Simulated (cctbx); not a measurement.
**What is wrong with this refinement?**

Cell a = 4.8030 Å, b = 4.8030 Å, c = 10.5500 Å, α = 90.00°, β = 90.00°, γ = 90.00°; space group I4/mmm (no. 139). The compound is SmHo2Pb.

The data are simulated with cctbx, not measured: Mo Kα, λ = 0.71073 Å, to d = 0.6 Å, 80 % of the full sphere, strongest reflection 40000 counts, noise from counting, a 4 % proportional error and a noise floor of 15 counts (s.d.); no absorption.

An anisotropic refinement with weights 1/σ² prints:

```text
Rint 0.033, 207 unique reflections to 0.60 A
cycle     R1     wR2    GooF  max shift (A)
   1  0.1519  0.3847  13.281   0.00000
   3  0.0470  0.1488   5.138   0.00000
final R1 0.0470 wR2 0.1488 GooF 5.138  parameters 6  data/parameter 34.5
atom        x        y        z      Ueq    occ   su(xyz)  su(Uiso or U11)
Pb1    0.00000  0.00000  0.00000   0.0108  1.000  0.00000  0.0006
Sm1    0.50000  0.00000  0.25000   0.0028  1.000  0.00000  0.0004
Ho1    0.50000  0.50000  0.00000   0.0107  1.000  0.00000  0.0007
difference map: max 9.59 min -5.90 rms 0.98
Q1    0.0000  0.5000  0.2500    4    9.69  0.00 A from Sm1
Q2    0.0000  0.0000  0.5000    2    8.10  0.00 A from Ho1
Q3    0.0000  0.0000  0.0000    2    4.48  0.00 A from Pb1
Q4    0.0000  0.0000  0.1138    4    2.30  1.20 A from Pb1
Q5    0.0000  0.0000  0.3732    4    1.79  1.34 A from Ho1
Q6    0.0987  0.3082  0.3792   32    1.46  1.71 A from Sm1
```

Q: Accept it or mend it, and why?

Mend it. The fault: elements exchanged: Ho1 is Sm and Sm1 is Ho. Against the right model at the same level, R1 goes from 0.0133 to 0.0470 and GooF from 0.94 to 5.14, U of Sm1 shrinks from 0.0085 to 0.0028 Å², U of Ho1 swells from 0.0041 to 0.0107 Å², the top difference peak, 9.7 e/Å³, lies on Sm1 and a hole of -5.9 e/Å³ opens. Ho1 has 5 electrons too many and its U swells to shed them, as expected; Sm1 has 5 electrons too few and its U shrinks to make up, as expected.

The compound is SmHo2Pb. The right model at the same level gives:

```text
Rint 0.033, 207 unique reflections to 0.60 A
cycle     R1     wR2    GooF  max shift (A)
   1  0.0175  0.0385   1.329   0.00000
   2  0.0133  0.0272   0.941   0.00000
final R1 0.0133 wR2 0.0272 GooF 0.941  parameters 6  data/parameter 34.5
atom        x        y        z      Ueq    occ   su(xyz)  su(Uiso or U11)
Pb1    0.00000  0.00000  0.00000   0.0098  1.000  0.00000  0.0001
Ho1    0.50000  0.00000  0.25000   0.0085  1.000  0.00000  0.0001
Sm1    0.50000  0.50000  0.00000   0.0041  1.000  0.00000  0.0001
difference map: max 1.60 min -1.94 rms 0.31
Q1    0.0000  0.5000  0.1401    8    1.60  1.16 A from Ho1
Q2    0.0000  0.0000  0.2251    4    1.42  2.38 A from Pb1
Q3    0.0000  0.3326  0.1438   16    1.35  1.38 A from Ho1
Q4    0.0000  0.0000  0.5000    2    1.24  0.00 A from Sm1
Q5    0.0000  0.5000  0.0695    8    1.05  1.90 A from Ho1
Q6    0.0000  0.1700  0.2505   16    1.00  1.59 A from Ho1
```

Isotropic U is held between 0.0001 and 1 Å² by the program, and listed peak heights are interpolated, so they can pass the grid's maximum.

The model is made up (kin elements in a known structure type, no relaxation), so it says nothing on whether the phase exists.

[Middle refinement cycles are left out of these outputs.]

[Logs are printed without paths, hosts, clocks, repeated set-up lines and the standing remarks that a program may print on its own settings, such as how far it seeks lower states.]
